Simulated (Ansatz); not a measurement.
# PbO (model cell, started as wurtzite): from the cell to its phonons

How does PbO (model cell, started as wurtzite) vibrate, and is this structure a minimum?

Calculated with Ansatz 0.2.0; DFT PBEsol, scalar-relativistic, plane waves, PAW.

Most raw output is cut from this account.

The structure was built from a prototype and need not be the compound's stable phase.

## 1. Set-up

Symmetry: P6_3mc, No. 186, hexagonal system. The conventional cell has a = 3.976 Å, b = 3.976 Å, c = 6.492 Å, α = 90.00°, β = 90.00°, γ = 120.00°. Pb has 4 O at 2.43 Å nearest. Nearest to O lie 4 Pb at 2.43 Å. Farther neighbours and most contacts between anions are not listed.

## 2. Relaxation

Harmonic phonons are second derivatives at a point where the forces vanish, and they are wanted at zero stress, so atoms and cell are relaxed first.

Contents of input.yaml:

```yaml
crystal:
  lattice:
    - [3.97569, 0.0, 0.0]
    - [-1.98784, 3.44304, 0.0]
    - [0.0, 0.0, 6.49229]
  atoms:
    - { symbol: Pb, position: [0.333333, 0.666667, 0.0] }
    - { symbol: Pb, position: [0.666667, 0.333333, 0.5] }
    - { symbol: O, position: [0.333333, 0.666667, 0.375] }
    - { symbol: O, position: [0.666667, 0.333333, 0.875] }
kpoints:
  mp_grid: { grid: [9, 9, 4] }
hamiltonian:
  xc: pbesol
scf:
  occupations: { method: gaussian, width: 0.02 }
output:
  forces: true
  stress: true
  eigenvalues: true
  write_density: true
  write_potential: true
  elf: true
  volumetric_format: npy
relax:
  adjacent_minimum: "off"
  f_tol: 0.005
  max_steps: 80
  cell: { stress_tol: 0.05 }
```

Started as:

```bash
ansatz run input.yaml --threads 4 --pin off --max-ram 7168MiB --backend cpu --events-out ev --progress --plain --runs-dir out
```

It took 38 s on 4 threads of Arm Neoverse V1, shared host; peak memory 0.39 GiB; 2.4 min of CPU time.

Relaxation path:

```csv
step,energy less that of the first step (eV),largest force component (eV/Å),pressure (GPa),volume (Å³)
1,0.0000,0.0138,-2.04,88.87
2,-0.0192,0.0181,1.68,84.41
3,-0.0270,0.0310,0.06,86.21
4,-0.0317,0.0290,-0.04,86.29
5,-0.0361,0.0389,-0.18,86.36
6,-0.0407,0.0400,-0.20,86.26
7,-0.0454,0.0374,-0.21,86.13
8,-0.0628,0.0550,0.02,85.04
9,-0.0652,0.0075,0.09,84.59
10,-0.0651,0.0008,-0.08,84.69
11,-0.0654,0.0001,0.00,84.59
12*,-0.0718,0.0005,0.09,84.59
13,-0.0737,0.0029,0.05,84.36
14,-0.0737,0.0006,0.00,84.39
15*,-0.0735,0.0005,0.00,84.39
16,-0.0737,0.0004,0.01,84.32
17*,-0.0736,0.0004,0.00,84.32
```

Relaxation steps marked * repeat the geometry before them on a plane-wave basis chosen anew for their cell, so energy and pressure can jump there.

Forces are held to the 12 operations that the run works with; a distortion that breaks them can't arise in this run.

```
     cell as run  before  after   change
           a (Å)   3.976  4.171   +4.9 %
           b (Å)   3.976  4.171   +4.9 %
           c (Å)   6.492  5.598  -13.8 %
volume (Å³/atom)   22.22  21.08   -5.1 %
```

The atoms that moved most (Å, as changes of fractional coordinates times the final cell):

```
atom     dx     dy      dz  length
  O3  0.000  0.000   0.118   0.118
 Pb2  0.000  0.000  -0.118   0.118
 Pb1  0.000  0.000  -0.118   0.118
  O4  0.000  0.000   0.118   0.118
```

Final coordinates:

```cif
data_structure
_symmetry_space_group_name_H-M 'P 1'
_symmetry_Int_Tables_number 1
_cell_length_a 4.1706
_cell_length_b 4.1706
_cell_length_c 5.5977
_cell_angle_alpha 90.000
_cell_angle_beta 90.000
_cell_angle_gamma 120.000
_cell_volume 84.32
loop_
_atom_site_label
_atom_site_type_symbol
_atom_site_fract_x
_atom_site_fract_y
_atom_site_fract_z
_atom_site_occupancy
Pb1 Pb 0.33333 0.66667 0.97887 1
Pb2 Pb 0.66667 0.33333 0.47887 1
O3 O 0.33333 0.66667 0.39613 1
O4 O 0.66667 0.33333 0.89613 1
```

This step gave:

```
pressure           : 0.004101 GPa
gap on the k-mesh  : 1.798 eV
volume per atom    : 21.08 Å³
direct gap on mesh : 1.969 eV
```

Electrostatic potential energy in the ac plane at fractional y = 0.333, with atoms of Pb and O within 0.2 Å of it. With pseudopotentials it is smooth inside the atoms' cores, unlike the true potential.

Ten even steps from '_' (-34 eV) to '@' (12 eV), each cell a mean:
```
%%%%%%%%%%@@@@##..__..++@@@@
@@%%%%%%@@@@@@**______--@@@@
@@@@@@@@@@@@@@##..__..++@@@@
@@@@@@@@@@@@@@@@**==++%%@@@@
@@@@@@@@@@@@@@@@@@%%@@@@@@@@
@@@@@@@@@@@@@@%%##**##%%%%@@
@@@@@@@@@@@@%%++::..::==##%%
@@@@@@@@@@%%++..__..____==%%
@@@@@@@@@@%%==__..--::__::##
@@@@@@@@@@%%--__::--::__::##
@@@@@@@@@@%%++..__..____==%%
@@@@@@@@@@@@##++......--##%%
@@@@@@@@@@@@@@%%******##%%@@
@@@@@@@@@@@@@@@@@@%%@@@@@@@@
@@@@@@@@@@@@@@@@@@@@@@@@@@@@
@@@@@@@@@@@@@@@@@@@@@@@@@@@@
@@%%%%%%@@@@@@@@@@@@@@@@@@@@
%%%%%%%%%%@@@@@@##**##@@@@@@
```
Columns run along a (4.2 Å; values clipped at the 3rd and 97th percentile), rows up along c (5.6 Å). Atoms in or near the plane, at fractional coordinates: Pb at (0.67, 0.48), O at (0.67, 0.90).

ELF in the ac plane at fractional y = 0.333, with atoms of Pb and O within 0.2 Å of it. It is the smooth field of the valence electrons, not physical close to the nuclei.

Ten even steps from '_' (0.01) to '@' (0.81), each cell a mean:
```
::--====::::++@@@@%%@@@@##::
::--==--::::**@@%%==##@@##--
..::----..::**@@@@##%%@@##--
....::......==##@@@@@@%%++::
__________..::--++++++==::..
__________....::::::::::::..
..________::--==========--::
..........::====::..::==++--
....::....--++--______::++==
..::--::..::==--______::==--
..::----..::====::....--==--
..::----....--++++++++++==::
....::::....::==++++++==--..
__......____..::------::..__
__......________......______
..::--::....__..::::::..____
::--====::..::==**####++::..
::======::..--##@@@@@@%%==::
```
Columns run along a (4.2 Å), rows up along c (5.6 Å). Atoms in or near the plane, at fractional coordinates: Pb at (0.67, 0.48), O at (0.67, 0.90).

Valence density in the ac plane at fractional y = 0.333, with atoms of Pb and O within 0.2 Å of it. It is the smooth field of the valence electrons, not physical close to the nuclei.

Ten even steps from '0' (0.03 × 1e0 e/Å³) to '9' (8.77 × 1e0 e/Å³), each cell a mean:
```
00000001354200
00000001586200
00000001464200
00000000121000
00000000000000
00000000000000
00000000111000
00000001454200
00000002697410
00000012798410
00000001454200
00000000121100
00000000000000
00000000000000
00000000000000
00000000000000
00000000000000
00000000111000
```
Columns run along a (4.2 Å), rows up along c (5.6 Å). Atoms in or near the plane, at fractional coordinates: Pb at (0.67, 0.48), O at (0.67, 0.90).

In this step the volume went from 22.22 to 21.08 Å³/atom.

## 3. Tight relaxation

Phonons need a cell at rest on their own settings, so the relaxation is repeated with tight tolerances on forces and stress on the k mesh and occupations of the first response run.

Contents of input.yaml:

```yaml
crystal:
  lattice:
    - [4.1705766839, -3.0283e-06, 0.0]
    - [-2.0852857194, 3.6118268708, 0.0]
    - [0.0, 0.0, 5.5976650286]
  atoms:
    - { symbol: Pb, position: [0.3333333333, 0.6666666667, -0.0211299545] }
    - { symbol: Pb, position: [0.6666666667, 0.3333333333, 0.4788700455] }
    - { symbol: O, position: [0.3333333333, 0.6666666667, 0.3961299545] }
    - { symbol: O, position: [0.6666666667, 0.3333333333, 0.8961299545] }
kpoints:
  mp_grid: { grid: [9, 9, 4] }
hamiltonian:
  xc: pbesol
scf:
  occupations: { method: fixed }
output:
  forces: true
  stress: true
  eigenvalues: true
relax:
  adjacent_minimum: "off"
  f_tol: 0.001
  max_steps: 60
  cell: { stress_tol: 0.01 }
```

The job ended after 4.9 s (4 threads; peak memory 0.39 GiB; 18 s of CPU time).

Little changed from the start: no atom moved by 0.005 Å and no cell edge by 0.1 %.

This step gave:

| Property | Result |
| --- | --- |
| pressure | 0.004099 GPa |

The largest force component left is 0.38 meV/Å and the pressure is 0.004 GPa, within the tolerances set. The cell now holds 21.08 Å³/atom.

## 4. Zone-centre response

The zone centre comes first: it holds the modes that light can see, as far as symmetry allows. The response to a homogeneous field gives the Born charges and the dielectric tensor, and its change with displacement the Raman tensors.

Changes to input.yaml since step 3:

```diff
@@ -17,9 +17,7 @@
 output:
-  forces: true
-  stress: true
   eigenvalues: true
-relax:
-  adjacent_minimum: "off"
-  f_tol: 0.001
-  max_steps: 60
-  cell: { stress_tol: 0.01 }
+phonons:
+  method: dfpt
+  dielectric: true
+  rigid_motions: translations
+  raman: true
```

Elapsed: 9.5 min, on 4 threads; peak memory 2.6 GiB; 37 min of CPU time.

Numbers from this step:

```yaml
sum_rule_residual_before_enforcement: 5.17e-5 eV/Å²
miss_of_the_charge_sum_rule: 0.01353 e
estimated_error_of_the_dielectric_tensor: 0.02429
estimated_error_of_the_born_charges: 0.02460 e
point_group: 6mm
highest_optical_mode_at_the_zone_centre_no_lo_to_term: 263.1 cm⁻¹
lowest_optical_zone_centre_mode: 55.42 cm⁻¹
mean_high_frequency_dielectric_constant: 7.504
largest_born_charge_third_of_the_trace: 2.577 e
mean_static_dielectric_constant: 15.70
top_of_the_zone_centre_spectrum_with_the_field: 386.9 cm⁻¹
```

Without the LO-TO term. Patterns of degenerate modes are one choice out of their space. Modes at Γ, with each element's share of the kinetic energy:

| mode | frequency (cm⁻¹) | symmetry | Pb % | O % |
| --- | --- | --- | --- | --- |
| 1 | 0.0 | acoustic | 93 | 7 |
| 2 | 0.0 | acoustic | 93 | 7 |
| 3 | 0.0 | acoustic | 93 | 7 |
| 4 | 55.4 | E2 | 91 | 9 |
| 5 | 55.4 | E2 | 91 | 9 |
| 6 | 109.2 | B1 | 93 | 7 |
| 7 | 207.9 | E2 | 9 | 91 |
| 8 | 207.9 | E2 | 9 | 91 |
| 9 | 243.4 | A1 | 7 | 93 |
| 10 | 250.9 | B1 | 7 | 93 |
| 11 | 263.1 | E1 | 7 | 93 |
| 12 | 263.1 | E1 | 7 | 93 |

Displacements in mode 4 (55.4 cm⁻¹), the largest set to 1:
```
Pb1  0.08  0.88  0.00
Pb2 -0.08 -0.88  0.00
O3  -0.09 -1.00  0.00
O4   0.09  1.00  0.00
```

Displacements in mode 12 (263.1 cm⁻¹), the largest set to 1:
```
Pb1  0.00 -0.08  0.00
Pb2  0.00 -0.08  0.00
O3   0.00  1.00  0.00
O4   0.00  1.00  0.00
```

Optical modes at the zone centre, without and with the macroscopic field of the longitudinal modes; each column is sorted by frequency, so a row need not hold one and the same mode. Modes with and without the field, by row:

```csv
rank among optical modes,no field (cm⁻¹),"q along (1, 0, 0) (cm⁻¹)","q along (0, 0, 1) (cm⁻¹)"
1,55.4,55.4,55.4
2,55.4,55.4,55.4
3,109.2,109.2,109.2
4,207.9,207.9,207.9
5,207.9,207.9,207.9
6,243.4,243.4,250.9
7,250.9,250.9,263.1
8,263.1,263.1,263.1
9,263.1,359.3,386.9
```

Born charge (rows field, columns displacement) (e), principal values of the symmetric part by kind of site:

```csv
atom,atoms with these values,low,middle,high,mean
Pb1,2,2.37,2.37,2.98,2.58
O3,2,-2.98,-2.37,-2.37,-2.58
```

In full for Pb1:

```
2.37 0.00 0.00
0.00 2.37 0.00
0.00 0.00 2.98
```

High-frequency dielectric tensor:

```
7.39 0.00 0.00
0.00 7.39 0.00
0.00 0.00 7.74
```

Static dielectric tensor (ions relaxed, fixed cell):

```
13.78  0.00  0.00
 0.00 13.78  0.00
 0.00  0.00 19.55
```

Transverse modes. Lines of the infrared spectrum (strongest = 100):

```csv
position (cm⁻¹),label,relative intensity
55,E2,0.0
109,B1,0.0
208,E2,0.0
243,A1,79
251,B1,0.0
263,E1,100
```

Activity x (w_L - w)^4 (n + 1)/w, 532 nm, 300 K; the tensors are static ones, while 532 nm light lies above the computed direct gap, where resonance would change the heights; modes without the macroscopic field alone. Lines of the Raman spectrum (strongest = 100):

```
position (cm⁻¹)  label  relative intensity
             55     E2                 1.8
            109     B1                 0.0
            208     E2                 100
            243     A1                  74
            251     B1                 0.0
            263     E1                  13
```

Static second-order susceptibility (pm/V), twice the coefficient d of second-harmonic generation. Second order susceptibility, by row:

```csv
field along,xx,yy,zz,yz,xz,xy
x,0,0,0,0,31.52,0
y,0,0,0,31.52,0,0
z,31.52,31.52,-258.2,0,0,0
```

Before it was imposed, the acoustic sum rule was missed by 5.2e-5 eV/Å² and the charge sum rule by 0.014 e. Small misses are needed for a sound result but don't prove that mesh and cutoff are converged. The lowest optical mode is real, 55.4 cm⁻¹.

The log warns of the k mesh: “the force constants stand on the 9×9×4 k-mesh, whose period is 11.53 times the interband length at k = (0.3333, 0.3333, -0.5000), direct gap 1.969 eV, under 14: take them and everything formed from them as unconverged”.

## 5. The dispersion

Stability and thermal properties need the whole zone. Linear response on a 3×3×2 q mesh gives force constants as far as a supercell of that size would, and the tensors from the zone-centre run are typed in so that the long-range dipole term is interpolated apart.

input.yaml, the sections that differ from step 4:

```yaml
phonons:
  method: dfpt
  qmesh: [3, 3, 2]
  temperatures: { t_max: 1000, t_step: 50 }
  qpath:
    path:
      - [[0.0, 0.0, 0.0], [0.5, 0.0, 0.0], [0.33333333, 0.33333333, 0.0], [0.0, 0.0, 0.0], [0.0, 0.0, 0.5], [0.5, 0.0, 0.5], [0.33333333, 0.33333333, 0.5], [0.0, 0.0, 0.5]]
      - [[0.5, 0.0, 0.5], [0.5, 0.0, 0.0]]
      - [[0.33333333, 0.33333333, 0.5], [0.33333333, 0.33333333, 0.0]]
    npoints: 10
  non_analytic_term:
    high_frequency_dielectric_tensor: [[7.3876, 0.0, 0.0], [0.0, 7.3876, 0.0], [0.0, 0.0, 7.7357]]
    born_effective_charges:
      - { species: Pb, tensor: [[2.3726, 0.0, 0.0], [0.0, 2.3726, 0.0], [0.0, 0.0, 2.9846]] }
      - { species: Pb, tensor: [[2.3726, 0.0, 0.0], [0.0, 2.3726, 0.0], [0.0, 0.0, 2.9846]] }
      - { species: O, tensor: [[-2.3726, 0.0, 0.0], [0.0, -2.3726, 0.0], [0.0, 0.0, -2.9846]] }
      - { species: O, tensor: [[-2.3726, 0.0, 0.0], [0.0, -2.3726, 0.0], [0.0, 0.0, -2.9846]] }
    source: "zone-centre run at this cell"
# crystal, kpoints, hamiltonian, scf, output: as in step 4
```

Run time: 8.5 min. Hardware: 4 threads; peak memory 1.8 GiB.

This step gave:

| Quantity | Value |
| --- | --- |
| sum-rule residual before enforcement | 5.09e-5 eV/Å² |
| lowest frequency on the path | -159.6 cm⁻¹ |
| highest frequency on the path or at a solved wavevector | 386.9 cm⁻¹ |
| lowest mode on the q mesh (acoustic modes at Γ apart) | -159.6 cm⁻¹ |

Frequencies (cm⁻¹) solved at each irreducible wavevector; negative means imaginary. Frequencies by wavevector, by row:

```
q in reciprocal lattice units  star  mode 1  mode 2  mode 3  mode 4  mode 10  mode 11  mode 12
                        0 0 0     1       0       0       0    55.4    250.9    263.1    263.1
                     0 0 -0.5     1    38.5    38.5    38.5    38.5    240.6    356.3    356.3
                   0 0.3333 0     6   -50.3    35.2    35.9    50.7    236.3    303.9    326.6
                0 0.3333 -0.5     6    25.3    25.3    45.4    45.4    231.8    359.1    359.1
              0.3333 0.3333 0     2  -159.6    12.1    59.8    59.8    195.1    320.7    320.7
           0.3333 0.3333 -0.5     2   -86.7   -86.7    45.1    45.1    249.1    357.6    357.6
```

Interpolated from a 3×3×2 q mesh, with the LO-TO term (at Γ the limit along the path; where Γ stands inside the path, tables give the limit on arrival). Phonon branches along the path, in cm⁻¹:

```csv
point,branch 1,branch 2,branch 3,branch 4,branch 9,branch 10,branch 11,branch 12
Γ,0,0,0,55,243,251,263,359
halfway,-30,32,43,57,230,241,291,336
M,-85,-29,21,54,175,228,315,319
halfway,-133,18,54,56,158,221,318,320
K,-160,12,60,60,195,195,321,321
halfway,-29,-27,37,74,218,240,298,331
Γ,0,0,0,55,243,251,263,359
halfway,21,21,37,51,257,257,294,384
A,38,38,38,38,241,241,356,356
halfway,31,31,40,40,234,234,358,358
L,-12,-12,52,52,231,231,360,360
halfway,-55,-55,49,49,241,241,359,359
H,-87,-87,45,45,249,249,358,358
halfway,26,26,42,42,236,236,358,358
A,38,38,38,38,241,241,356,356
jump to L,-12,-12,52,52,231,231,360,360
halfway,-63,23,51,58,175,246,335,337
M,-85,-29,21,54,175,228,315,319
jump to H,-87,-87,45,45,249,249,358,358
halfway,-140,-29,53,53,229,229,336,336
K,-160,12,60,60,195,195,321,321
```

The phonon density of states has structure finer than the step of the table below, so its rows give means over 20 cm⁻¹, whole bins alone (the curve runs from -162 to 388 cm⁻¹). Peaks (cm⁻¹: height): 47.5: 0.0740, 107.5: 0.124, 247.5: 0.0829, 357.5: 0.0660.

Tetrahedra on a 18×18×12 mesh, mean over bins of 5 cm-1. Interpolated from a 3×3×2 q mesh. Table of phonon density of states by wavenumber; means over each step:

```
wavenumber (cm⁻¹)  phonon density of states (1/cm⁻¹/cell)
             -140                                 0.00236
             -120                                 0.00354
             -100                                 0.00471
              -80                                 0.00624
              -60                                 0.00717
              -40                                 0.00909
              -20                                  0.0172
                0                                  0.0166
               20                                  0.0288
               40                                  0.0555
               60                                  0.0521
               80                                  0.0147
              100                                  0.0775
              120                                  0.0356
              140                                  0.0167
              160                                  0.0234
              180                                  0.0225
              200                                  0.0212
              220                                  0.0246
              240                                  0.0502
              260                                  0.0106
              280                                 0.00258
              300                                 0.00662
              320                                  0.0270
              340                                  0.0310
              360                                  0.0306
```

[end of part 1 of 2]

[Logs are printed without paths, hosts, clocks, repeated set-up lines and the standing remarks that a program may print on its own settings, such as how far it seeks lower states.]

[Hosts, paths, dates, database ids (printed as entryN), source tags and the programs' standing remarks are cut or masked in the printed files.]
